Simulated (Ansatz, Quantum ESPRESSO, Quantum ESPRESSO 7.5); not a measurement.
**Evanescent states of Si, diamond type, lattice constant set to 5.47 Å**

Wanted: the complex band structure of Si, diamond type, lattice constant set to 5.47 Å, as for a tunnel barrier.

Calculated with Quantum ESPRESSO 7.5; plane-wave DFT, PBE, GBRV ultrasoft pseudopotentials (cross-check by Ansatz 0.2.0 with PAW datasets).

Report form: the programs' logs are mostly left out.

## 1. Starting point

It takes space group Fd-3m (No. 227, cubic). Conventional cell: a = 5.470 Å, b = 5.470 Å, c = 5.470 Å, α = 90.00°, β = 90.00°, γ = 90.00°. Nearest to Si lie 4 Si at 2.37 Å.

Structure file:

```cif
data_structure
_symmetry_space_group_name_H-M 'Fd-3m:1'
_symmetry_Int_Tables_number 227
_cell_length_a 5.4700
_cell_length_b 5.4700
_cell_length_c 5.4700
_cell_angle_alpha 90.000
_cell_angle_beta 90.000
_cell_angle_gamma 90.000
_cell_volume 163.67
loop_
_atom_site_label
_atom_site_type_symbol
_atom_site_symmetry_multiplicity
_atom_site_Wyckoff_symbol
_atom_site_fract_x
_atom_site_fract_y
_atom_site_fract_z
_atom_site_occupancy
Si1 Si 8 a 0.00000 0.00000 0.00000 1
```

## 2. SCF with pw.x

pwcond needs a cell whose third axis lies along the current and stands perpendicular to the other two.

Contents of scf.in:

```
&control
  prefix = 'scf'
  outdir = './out'
  pseudo_dir = './pseudo'
  calculation = 'scf'
  tprnfor = .true.
/
&system
  ibrav = 0
  nat = 4
  ntyp = 1
  ecutwfc = 40
  ecutrho = 200
  occupations = 'fixed'
  nbnd = 12
/
&electrons
  conv_thr = 1e-09
  mixing_beta = 0.6
  electron_maxstep = 120
/
ATOMIC_SPECIES
  Si  28.0850  si_pbe_v1.uspp.F.UPF
CELL_PARAMETERS angstrom
  3.86787409309041 0.00000000000000 0.00000000000000
  0.00000000000000 3.86787409309041 0.00000000000000
  0.00000000000000 0.00000000000000 5.47000000000000
ATOMIC_POSITIONS crystal
  Si  0.000000000000 0.000000000000 0.000000000000
  Si  0.500000000000 0.000000000000 0.250000000000
  Si  0.500000000000 0.500000000000 0.500000000000
  Si  0.000000000000 0.500000000000 0.750000000000
K_POINTS automatic
  6 6 6 0 0 0
```

The run is started by

```sh
> OMP_NUM_THREADS=1 mpirun -n 2 pw.x -nk 2 -in scf.in > scf.out
```

Elapsed: 9.4 s, on 2 MPI ranks of Arm Neoverse V2, shared host; peak memory 0.2 GiB.

This step gave:

| Property | Result |
| --- | --- |
| free energy | -522.2652 eV |
| valence top, on the run's zero | 5.971 eV |
| conduction bottom, on the run's zero | 6.586 eV |
| gap by band count | 0.6151 eV |

The run needed 8 iterations to bring the estimated error under 1e-09 Ry.

## 3. Complex bands with pwcond.x

ikind = 0 solves one period of the crystal for all kz, real and complex, at each energy and k across. ewind and epsproj trim the two-dimensional plane-wave basis; nz1 sets the subslabs.

Contents of cbs.in:

```
&inputcond
  outdir = './out'
  prefixl = 'scf'
  band_file = 'cbs'
  ikind = 0
  ewind = 4.0
  epsproj = 1e-05
  nz1 = 7
  energy0 = 4.48
  denergy = -0.16
/
4
  0.00000000 0.00000000 1.00000000
  0.50000000 0.00000000 1.00000000
  0.50000000 0.50000000 1.00000000
  0.25000000 0.00000000 1.00000000
41
```

The run is started by

```sh
> OMP_NUM_THREADS=1 mpirun -n 2 pwcond.x -in cbs.in > cbs.out
```

It took 2.8 min on 2 MPI ranks; peak memory 0.14 GiB.

Read from the output:

| Item | Value |
| --- | --- |
| peak of the smallest κ at the zone centre | 0.13 Å⁻¹ |
| peak of the smallest κ at (1/2, 0) | 0.169 Å⁻¹ |
| peak of the smallest κ at (1/4, 0) | 0.177 Å⁻¹ |

K across = (0, 0) in the cell's reciprocal vectors; values within 0.0025 1/Å of each other count once, columns are sorted by size at each energy, a dash where no further value was kept. Table of Im kz of the slowest decaying states by energy, zero at the highest filled level of the SCF mesh:

```
energy (eV)  decay 1 (Å⁻¹)  decay 2 (Å⁻¹)  decay 3 (Å⁻¹)
      -1.92          0.784           1.62           1.73
      -1.76          0.759           1.61           1.72
      -1.60          0.734           1.60           1.71
      -1.44          0.707           1.58           1.69
      -1.28          0.679           1.57           1.68
      -1.12           0.65           1.56           1.67
      -0.96           0.62           1.54           1.65
      -0.64          0.554           1.51           1.63
      -0.48          0.519           1.50           1.61
      -0.32           0.48           1.49           1.60
      -0.16          0.437           1.47           1.58
       0.00          0.005           0.39              -
       0.16           0.08          0.102          0.336
       0.32          0.109          0.138          0.271
       0.48           0.13          0.161          0.184
       0.64          0.145          0.177           1.39
       0.80          0.156          0.188           1.38
       0.96          0.165          0.194           1.36
       1.12          0.171          0.198           1.35
       1.44          0.178          0.195           1.31
       1.60          0.178          0.188           1.30
       1.76          0.177           1.28           1.41
       1.92          0.166          0.174           1.26
       2.08          0.149          0.168           1.25
       2.24          0.125          0.161           1.23
       2.40           0.09          0.151           1.21
       2.56          0.023          0.137           1.19
       2.72           0.12          0.138           1.17
       2.88          0.095          0.188           1.15
       3.04          0.055          0.222           1.14
       3.20          0.249           1.11           1.27
       3.52          0.287           1.07           1.24
       3.68            0.3           1.05           1.23
       3.84          0.311           1.03           1.21
       4.00           0.32           1.01           1.20
       4.16          0.327           0.99           1.18
       4.32          0.034          0.332          0.968
       4.48          0.072          0.336          0.945
```

K across = (0, 0) in the cell's reciprocal vectors. Table of Re kz of states that move upwards by energy, zero at the highest filled level of the SCF mesh:

```
energy (eV)  channel 1 (Å⁻¹)  channel 2 (Å⁻¹)  channel 3 (Å⁻¹)  channel 4 (Å⁻¹)
      -1.92           -0.364            0.552            0.552                -
      -1.44           -0.455           -0.455           -0.299                -
      -0.96           -0.331           -0.331           -0.230                -
      -0.48           -0.208           -0.208           -0.152                -
      -0.16           -0.111           -0.111          -0.0833                -
       0.00                -                -                -                -
       0.32                -                -                -                -
       0.80           0.0254            0.407                -                -
       1.28           -0.527            0.209                -                -
       1.76           -0.369            0.328                -                -
       2.24           -0.210            0.423                -                -
       2.72           0.0975           0.0975            0.507                -
       3.04            0.175            0.175            0.559                -
       3.52           -0.514            0.142            0.263            0.263
       4.00           -0.432            0.236            0.338            0.338
       4.48            0.409            0.409                -                -
```

K across = (1/2, 0) in the cell's reciprocal vectors; values within 0.0025 1/Å of each other count once, columns are sorted by size at each energy, a dash where no further value was kept. Table of Im kz of the slowest decaying states by energy, zero at the highest filled level of the SCF mesh:

```
energy (eV)  decay 1 (Å⁻¹)  decay 2 (Å⁻¹)  decay 3 (Å⁻¹)
      -1.92          0.633            1.1           1.89
      -1.76          0.568           1.08           1.88
      -1.60          0.483           1.06           1.87
      -1.44          0.355           1.04           1.85
      -1.28           1.02           1.84              -
      -1.12          0.051          0.227           1.00
      -0.96          0.093          0.373          0.981
      -0.64          0.136          0.478          0.939
      -0.48          0.148          0.503          0.917
      -0.32          0.158           0.52          0.895
      -0.16          0.164           0.53          0.872
       0.00          0.168          0.536          0.848
       0.16          0.169          0.539          0.824
       0.32          0.168          0.538          0.799
       0.48          0.164          0.536          0.773
       0.64          0.158          0.531          0.746
       0.80          0.149          0.524          0.719
       0.96          0.136          0.515           0.69
       1.12          0.117          0.505          0.659
       1.44          0.033           0.48          0.592
       1.60          0.465          0.554           1.61
       1.76          0.448          0.513           1.59
       1.92          0.429          0.465           1.58
       2.08          0.409           1.56           2.26
       2.24          0.335          0.386           1.55
       2.40          0.196           0.36           1.53
       2.56          0.163          0.332           1.52
       2.72          0.188          0.299           1.50
       2.88          0.191          0.261           1.49
       3.04          0.181          0.214           1.47
       3.20          0.151          0.154           1.46
       3.52          0.233           1.43           2.17
       3.68          0.277           1.41           2.16
       3.84          0.304           1.39           2.15
       4.00          0.321           1.38           2.14
       4.16          0.333           1.36           2.13
       4.32          0.342           1.34           2.12
       4.48          0.347           1.32           2.11
```

K across = (1/2, 1/2) in the cell's reciprocal vectors; values within 0.0025 1/Å of each other count once, columns are sorted by size at each energy, a dash where no further value was kept. Im kz of the slowest decaying states against energy, zero at the highest filled level of the SCF mesh:

```
energy (eV)  decay 1 (Å⁻¹)  decay 2 (Å⁻¹)  decay 3 (Å⁻¹)
      -1.92          0.231           2.07              -
      -1.76          0.239           2.06              -
      -1.44          0.248           2.04              -
      -1.28          0.249           2.03              -
      -0.96          0.246           2.00              -
      -0.80          0.241           1.99              -
      -0.64          0.235           1.98              -
      -0.32          0.217           1.96              -
      -0.16          0.204           1.95           1.95
       0.00          0.189           1.93           1.94
       0.32          0.149           1.90           1.92
       0.48          0.121           1.89           1.91
       0.80           1.86           1.89              -
       0.96           1.85           1.88              -
       1.12           1.84           1.87              -
       1.44           1.81           1.85              -
       1.60           1.80           1.84              -
       1.76           1.79           1.82              -
       2.08           1.76           1.80              -
       2.24           1.75           1.79              -
       2.56           1.72           1.76              -
       2.72           1.70           1.75              -
       2.88           1.69           1.74              -
       3.20           1.66           1.72              -
       3.36           1.65           1.70              -
       3.52           1.63           1.69              -
       3.84           1.60           1.66              -
       4.00           1.59           1.65              -
       4.32          0.016           1.56           1.62
       4.48           0.03           1.54           1.61
```

K across = (1/4, 0) in the cell's reciprocal vectors; values within 0.0025 1/Å of each other count once, columns are sorted by size at each energy, a dash where no further value was kept. The Im kz of the slowest decaying states by energy, zero at the highest filled level of the SCF mesh:

```
energy (eV)  decay 1 (Å⁻¹)  decay 2 (Å⁻¹)  decay 3 (Å⁻¹)
      -1.92          0.083           0.87           1.25
      -1.76          0.066          0.847           1.23
      -1.60          0.018          0.825           1.21
      -1.44          0.801           1.19           1.26
      -1.28          0.777           1.17           1.24
      -1.12          0.752           1.16           1.22
      -0.96          0.727           1.14           1.20
      -0.64          0.068          0.673           1.09
      -0.48          0.106          0.644           1.07
      -0.32           0.13          0.614           1.05
      -0.16          0.137          0.147          0.583
       0.00          0.159          0.199           0.55
       0.16          0.168           0.24          0.514
       0.32          0.173          0.271          0.476
       0.48          0.176          0.295          0.434
       0.64          0.177          0.314          0.387
       0.80          0.176          0.329          0.332
       0.96          0.171          0.266          0.341
       1.12          0.164          0.175           0.35
       1.44           0.14           0.36          0.788
       1.60          0.121          0.361          0.761
       1.76          0.092          0.359          0.734
       1.92          0.032          0.354          0.706
       2.08          0.346          0.678           0.75
       2.24          0.333          0.651          0.719
       2.40          0.075          0.315          0.623
       2.56          0.101          0.289          0.598
       2.72           0.11          0.253          0.573
       2.88          0.108          0.201          0.551
       3.04          0.033          0.094          0.114
       3.20          0.042          0.058          0.496
       3.52          0.398          0.479          0.801
       3.68          0.104           0.34          0.465
       3.84           0.16          0.269          0.451
       4.00          0.174          0.197          0.437
       4.16          0.227          0.423          0.684
       4.32          0.253          0.409          0.646
       4.48          0.278          0.394            0.6
```

## 4. Complex band structure, with nz1 = 1

A sensitivity test on the input.

cbs.w.in is the input of step 3 with these lines changed:

```diff
@@ -3,3 +3,3 @@
   prefixl = 'scf'
-  band_file = 'cbs'
+  band_file = 'cbs.w'
   ikind = 0
@@ -7,3 +7,3 @@
   epsproj = 1e-05
-  nz1 = 7
+  nz1 = 1
   energy0 = 4.48
```

The run is started by

```sh
> OMP_NUM_THREADS=1 mpirun -n 2 pwcond.x -in cbs.w.in > cbs.w.out
```

Elapsed: 2.3 min, on 2 MPI ranks; peak memory 0.13 GiB; 4.7 min of CPU time.

The changed values were drawn from a wide range, not chosen for quality; the comparison shows what they did here together.

Beside the run it was changed from:

```
                                       quantity  this run  unchanged run  difference
peak of the smallest κ at the zone centre (Å⁻¹)     0.132           0.13      0.0020
       peak of the smallest κ at (1/2, 0) (Å⁻¹)      0.17          0.169      0.0010
                                  wall time (s)       140            168
```

The physical values in this table move by up to 1.5 %.

(Continued in part 2 of 2.)

[Logs are printed without paths, hosts, clocks, repeated set-up lines and the standing remarks that a program may print on its own settings, such as how far it seeks lower states.]

[Hosts, paths, dates, database ids (printed as entryN), source tags and the programs' standing remarks are cut or masked in the printed files.]

[Maps of the electrostatic potential energy from Ansatz leave out the sawtooth potential of an applied field or a dipole correction, so their vacuum need not be flat; planar profiles and work functions include it.]
